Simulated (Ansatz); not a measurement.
# Decaying states in the gap of BaLiClF2, part 3 of 3

Wanted: the relaxed cell of BaLiClF2, its band edges and its decay constants. It is built by putting Cl for part of the F in the BaLiF3 structure of space group Pm-3m, with the volume rescaled by atomic radii. The parent structure comes from the Materials Project.

Ansatz 0.2.0; r2SCAN DFT, plane waves, PAW files (the session's first sound run).

So far, gap on path (eV): step 3 (band edges) 5.23.

The structure was built from a prototype and need not be the compound's stable phase.

### 6. Band edges at another level, cutoff 420 eV

This step: LDA DFT, plane waves, PAW files (Ansatz 0.2.0).

The edges again with LDA, at the same atoms. Against that run the cutoff is 420 eV against 500.

The input, input.yaml:

```yaml
crystal:
  lattice:
    - [4.3140782663, 0.0, 0.0]
    - [0.0, 4.4439671074, 0.0]
    - [0.0, 0.0, 4.3140782663]
  atoms:
    - { symbol: Ba, position: [0.0, 0.0, 0.0] }
    - { symbol: Li, position: [0.5, 0.5, 0.5] }
    - { symbol: F, position: [0.0, 0.5, 0.5] }
    - { symbol: F, position: [0.5, 0.5, 0.0] }
    - { symbol: Cl, position: [0.5, 0.0, 0.5] }
kpoints:
  mp_grid: { grid: [6, 6, 6] }
  band_path: { path: [VBM, CBM], npoints: 30 }
scf:
  occupations: { method: fixed }
hamiltonian:
  xc: lda
output:
  eigenvalues: true
```

The run is started by

```bash
$ ansatz run input.yaml --threads 2 --pin off --max-ram 4096MiB --backend cpu --events-out ev --progress --plain --runs-dir out
```

Numbers of over 12 decimals in the logs are rounded to 6 here.

The program printed:

```text
[...]
Crystal: 5 atoms, lattice volume = 82.708 Å³
Basis set: ecut = 420 eV, 1615 PW (Γ)
Bands: 22, of which v1, the nominal top of the filled ones, is band 17 counted from 1 (16 counted from 0)
Symmetry: 16 space group operations
[...]
k-points: 40 of 216
[...]
SCF iter   1: F=—  HF=-8622.062574 eV  |F-HF|=—  |Δ(HF+E_count)|=         —  Δρ=1.40e-2  dr2=1.22e-1  ethr=1.77e-3  ⟨swp⟩=4.9  Hψ=3799  notcnv=0  defer=110
[...]
SCF iter   7: F=-8622.023841 eV  HF=-8622.023841 eV  |F-HF|=3.03e-9  |Δ(HF+E_count)|=   1.04e-7  Δρ=2.79e-6  dr2=9.44e-9  ethr=2.94e-10  ⟨swp⟩=10.4  Hψ=5392  notcnv=0
SCF 1 converged in 7 iterations: F = -8622.023841 eV  dr2 = 9.44e-9
[...]
SCF converged after 7 iterations
Free energy (F): -8622.023841 eV
[...]
Internal energy: -8622.023841 eV  (E = F + TS)
E sigma→0 (E₀):  -8622.023841 eV
Fermi energy:    4.097224 eV
[...]
--- Band table (eV; the first three rows and the last of 40) ---
  k-point 0: bands = [... 13 lower, 3.2474, 3.9271, 3.9271, 4.0434, 8.5521, 9.7188, 10.5550, 10.7610, ... 1 higher]
  k-point 1: bands = [... 13 lower, 3.1692, 3.6463, 3.8296, 3.9611, 9.0433, 9.9836, 11.2414, 11.3800, ... 1 higher]
  k-point 2: bands = [... 13 lower, 3.1204, 3.1854, 3.6365, 3.7813, 10.3046, 10.6064, 12.1554, 12.5497, ... 1 higher]
  k-point 39: bands = [... 13 lower, 3.7340, 4.0304, 4.0304, 4.0972, 9.9308, 9.9308, 11.7034, 12.7129, ... 1 higher]
```

The job ended after 1.9 s (2 threads of AMD EPYC 9R45, shared host; peak memory 0.43 GiB).

Numbers from this step:

- free energy: -8622.0238 eV
- Fermi energy: 4.097 eV
- gap on the k-mesh: 4.455 eV
- gap on path: 4.455 eV, by band count; negative where bands overlap
- direct gap on path: 4.509 eV

The electronic bands at the labelled points (eV, zero at the Fermi level (highest filled level under fixed occupations); v1 is the highest filled band, c1 the lowest empty one):

| point | v4 | v3 | v2 | v1 | c1 | c2 | c3 | c4 |
| --- | --- | --- | --- | --- | --- | --- | --- | --- |
| VBM | -0.36 | -0.07 | -0.07 | 0.00 | 5.83 | 5.83 | 7.61 | 8.62 |
| halfway | -1.27 | -0.58 | -0.30 | -0.18 | 6.53 | 7.04 | 7.38 | 7.54 |
| CBM | -0.85 | -0.17 | -0.17 | -0.05 | 4.45 | 5.62 | 6.46 | 6.66 |

The searched edges give 4.45 eV, as on the mesh.

Between step 3 and this run (LDA and cutoff 420 eV) the value for the gap on path moves from 5.23 eV to 4.45 eV.

### 7. Complex bands at another level, cutoff 420 eV

This step: LDA DFT, plane waves, PAW files; complex bands by layer matching along the plane's normal (Ansatz 0.2.0).

The complex bands at that level, over its own gap, at (0, 0) and (-0.5, -0.5).

The input, input.yaml:

```yaml
crystal:
  lattice:
    - [4.314078266, 0.0, 0.0]
    - [0.0, 4.443967107, 0.0]
    - [0.0, 0.0, 4.314078266]
  atoms:
    - { symbol: Ba, position: [0.0, 0.0, 0.0] }
    - { symbol: Li, position: [0.5, 0.5, 0.5] }
    - { symbol: F, position: [0.0, 0.5, 0.5] }
    - { symbol: F, position: [0.5, 0.5, 0.0] }
    - { symbol: Cl, position: [0.5, 0.0, 0.5] }
kpoints:
  mp_grid: { grid: [6, 6, 6] }
scf:
  occupations: { method: fixed }
hamiltonian:
  xc: lda
output:
  eigenvalues: true
  transmission:
    leads: [[0, 0]]
    kpoints: [[0.0, 0.0], [-0.5, -0.5]]
    e_range: [-1.0, 5.45]
    de: 0.16
```

The program printed:

```text
[...]
Crystal: 5 atoms, lattice volume = 82.708 Å³
Basis set: ecut = 420 eV, 1615 PW (Γ)
Bands: 22, of which v1, the nominal top of the filled ones, is band 17 counted from 1 (16 counted from 0)
Symmetry: 16 space group operations
[...]
k-points: 40 of 216
[...]
SCF iter   1: F=—  HF=-8622.062574 eV  |F-HF|=—  |Δ(HF+E_count)|=         —  Δρ=1.40e-2  dr2=1.22e-1  ethr=1.77e-3  ⟨swp⟩=4.9  Hψ=3799  notcnv=0  defer=110
[...]
SCF iter   7: F=-8622.023841 eV  HF=-8622.023841 eV  |F-HF|=3.04e-9  |Δ(HF+E_count)|=   1.04e-7  Δρ=2.79e-6  dr2=9.45e-9  ethr=2.94e-10  ⟨swp⟩=10.4  Hψ=5392  notcnv=0
SCF 1 converged in 7 iterations: F = -8622.023841 eV  dr2 = 9.45e-9
[...]
transmission: 6 of 12 steps passed
transmission: 12 of 12 steps passed
SCF converged after 7 iterations
Free energy (F): -8622.023841 eV
[...]
Internal energy: -8622.023841 eV  (E = F + TS)
E sigma→0 (E₀):  -8622.023841 eV
Fermi energy:    4.097224 eV
[...]
--- Band table (eV; the first three rows and the last of 40) ---
  k-point 0: bands = [... 13 lower, 3.2474, 3.9271, 3.9271, 4.0434, 8.5521, 9.7188, 10.5550, 10.7610, ... 1 higher]
  k-point 1: bands = [... 13 lower, 3.1692, 3.6463, 3.8296, 3.9611, 9.0433, 9.9836, 11.2414, 11.3800, ... 1 higher]
  k-point 2: bands = [... 13 lower, 3.1204, 3.1854, 3.6365, 3.7813, 10.3046, 10.6064, 12.1554, 12.5497, ... 1 higher]
  k-point 39: bands = [... 13 lower, 3.7340, 4.0304, 4.0304, 4.0972, 9.9308, 9.9308, 11.7034, 12.7129, ... 1 higher]
--- Transmission ---
  basis      : 173 plane waves across, 6 finite elements along
  points     : 2, as listed
[...]
channels       : 0.000000e0 a spin
[...]
slowest decay  : 0.3930 /Å at (0.0000, 0.0000)
```

Wall time 4.3 s (2 threads); peak memory 0.61 GiB.

This step gave:

* level to which the leads are filled: 2.227 eV from the Fermi level
* decay constant at the filling level, zone centre: 0.3930 Å⁻¹
* decay constant at the filling level, slowest listed point: 0.393 Å⁻¹

K parallel (0, 0); values up to 1.5 1/Å, a degenerate pair printed once or twice; energies at which all values exceed this have no row. Im kz of the slowest decaying states against energy, zero at the highest filled level on the SCF mesh:

| energy (eV) | decay 1 (Å⁻¹) | decay 2 (Å⁻¹) | decay 3 (Å⁻¹) | decay 4 (Å⁻¹) |
| --- | --- | --- | --- | --- |
| -1.00 | 0.118 | 0.241 | 0.732 | 0.928 |
| -0.68 | 0.166 | 0.247 | 0.269 | 0.285 |
| -0.52 | 0.200 | 0.328 | 0.350 | 0.457 |
| -0.20 | 0.425 | 0.478 | 0.546 | 0.712 |
| -0.04 | 0.0975 | 0.147 | 0.238 | 0.457 |
| 0.28 | 0.251 | 0.361 | 0.414 | 0.500 |
| 0.60 | 0.306 | 0.409 | 0.517 | 0.524 |
| 0.76 | 0.326 | 0.424 | 0.531 | 0.547 |
| 1.08 | 0.354 | 0.445 | 0.536 | 0.585 |
| 1.24 | 0.365 | 0.452 | 0.534 | 0.599 |
| 1.56 | 0.380 | 0.462 | 0.526 | 0.618 |
| 1.88 | 0.390 | 0.468 | 0.510 | 0.630 |
| 2.04 | 0.392 | 0.469 | 0.500 | 0.634 |
| 2.36 | 0.393 | 0.468 | 0.478 | 0.625 |
| 2.52 | 0.391 | 0.466 | 0.467 | 0.618 |
| 2.84 | 0.380 | 0.442 | 0.462 | 0.601 |
| 3.16 | 0.357 | 0.421 | 0.455 | 0.580 |
| 3.32 | 0.340 | 0.412 | 0.450 | 0.568 |
| 3.64 | 0.295 | 0.396 | 0.438 | 0.541 |
| 3.80 | 0.267 | 0.388 | 0.431 | 0.525 |
| 4.12 | 0.194 | 0.372 | 0.415 | 0.490 |
| 4.44 | 0.0414 | 0.352 | 0.396 | 0.447 |
| 4.60 | 0.341 | 0.385 | 0.421 | 0.596 |
| 4.92 | 0.315 | 0.361 | 0.361 | 0.579 |
| 5.08 | 0.298 | 0.325 | 0.347 | 0.569 |
| 5.40 | 0.209 | 0.274 | 0.316 | 0.546 |

K parallel (-0.5, -0.5); values up to 1.5 1/Å, a degenerate pair printed once or twice; energies at which all values exceed this have no row. Table of Im kz of the slowest decaying states by energy, zero at the highest filled level on the SCF mesh:

| energy (eV) | decay 1 (Å⁻¹) | decay 2 (Å⁻¹) | decay 3 (Å⁻¹) | decay 4 (Å⁻¹) |
| --- | --- | --- | --- | --- |
| -1.00 | 0.0862 | 0.104 | 0.325 | 0.886 |
| -0.68 | 0.412 | 0.909 | 0.983 | 1.12 |
| -0.36 | 0.0444 | 0.262 | 0.549 | 0.581 |
| -0.04 | 0.0745 | 0.151 | 0.340 | 0.807 |
| 0.28 | 0.250 | 0.291 | 0.372 | 0.441 |
| 0.60 | 0.328 | 0.372 | 0.430 | 0.499 |
| 0.92 | 0.380 | 0.422 | 0.466 | 0.536 |
| 1.24 | 0.418 | 0.456 | 0.491 | 0.559 |
| 1.56 | 0.447 | 0.479 | 0.512 | 0.572 |
| 1.88 | 0.469 | 0.494 | 0.529 | 0.577 |
| 2.20 | 0.485 | 0.504 | 0.542 | 0.576 |
| 2.52 | 0.497 | 0.507 | 0.553 | 0.569 |
| 2.84 | 0.505 | 0.505 | 0.558 | 0.562 |
| 3.16 | 0.499 | 0.509 | 0.541 | 0.569 |
| 3.48 | 0.487 | 0.509 | 0.520 | 0.574 |
| 3.80 | 0.470 | 0.494 | 0.507 | 0.577 |
| 4.12 | 0.446 | 0.463 | 0.501 | 0.579 |
| 4.44 | 0.416 | 0.425 | 0.492 | 0.578 |
| 4.76 | 0.377 | 0.380 | 0.480 | 0.575 |
| 5.08 | 0.324 | 0.326 | 0.464 | 0.570 |
| 5.40 | 0.249 | 0.256 | 0.444 | 0.562 |

At the listed wavevectors the last open channel is at -0.04 eV and the next at +4.60 eV on the grid. At +2.20 eV, the grid energy nearest the filling level (the middle of the gap on the SCF mesh), the slowest state at the listed wavevectors decays with κ = 0.393 Å⁻¹, its amplitude falling by e over 2.5 Å; the first such run, plane (100), gave 0.436 Å⁻¹ over as many of its listed wavevectors.

### 8. A check of the settings

This step: r2SCAN DFT, plane waves, PAW files; complex bands by layer matching along the plane's normal; changed: output.transmission.temperature = 0, scf.max_iter = 50 (Ansatz 0.2.0).

This run repeats an earlier one, its twin (the complex run, plane (100)), with two settings changed (scf.max_iter, output.transmission.temperature; files written aside). The setting was drawn as a possible misstep, on purpose. Where the input is shown as a difference, that is against the step before, not the twin.

input.yaml, the sections that differ from step 7:

```yaml
scf:
  occupations: { method: fixed }
  max_iter: 50
hamiltonian:
  xc: r2scan
output:
  eigenvalues: true
  transmission:
    leads: [[0, 0]]
    kpoints: [[0.0, 0.0], [-0.5, -0.5], [0.5, 0.0]]
    e_range: [-1.0, 6.23]
    de: 0.18
    temperature: 0
# crystal, kpoints: as in step 7
```

The program printed:

```text
Error: invalid value for `output.transmission.temperature`: must be finite and ≥ 1.2; got 0 K
```

Wall time 0.09 s (2 threads); peak memory 0.11 GiB.

The input was rejected at the start.

The program's message: “Error: invalid value for `output.transmission.temperature`: must be finite and ≥ 1.2; got 0 K”

The change that led to it: output.transmission.temperature = 0.

### 9. Results

| Quantity | Value |
| --- | --- |
| band gap | 5.23 eV |
| least decay constant at mid-gap, normal to (100) | 0.436 Å⁻¹ |
| least decay constant at mid-gap, normal to (110) | 0.350 Å⁻¹ |
| least decay constant, LDA | 0.393 Å⁻¹ |

In words: With r2SCAN, the slowest decay at the wavevectors tried is κ = 0.350 Å⁻¹, normal to (110). Through such a film the transmission near mid-gap falls as exp(−2κd), a factor of ten every 3.3 Å. The decay depends on direction: 1.2 times faster normal to (100). A free electron under a barrier of half the gap would need a mass of 0.18 mₑ to decay at this rate. With LDA the gap goes from 5.23 to 4.45 eV and the decay constant, over the first 2 listed wavevectors, from 0.436 to 0.393 Å⁻¹. The compound is made up by substitution; its stability against other phases and against distortions of the cell's symmetry was not tested. r2SCAN still narrows gaps, if less than LDA and GGA do, so real decay constants are likely larger.

[Logs are printed without paths, hosts, clocks, repeated set-up lines and the standing remarks that a program may print on its own settings, such as how far it seeks lower states.]

[Hosts, paths, dates, database ids (printed as entryN), source tags and the programs' standing remarks are cut or masked in the printed files.]
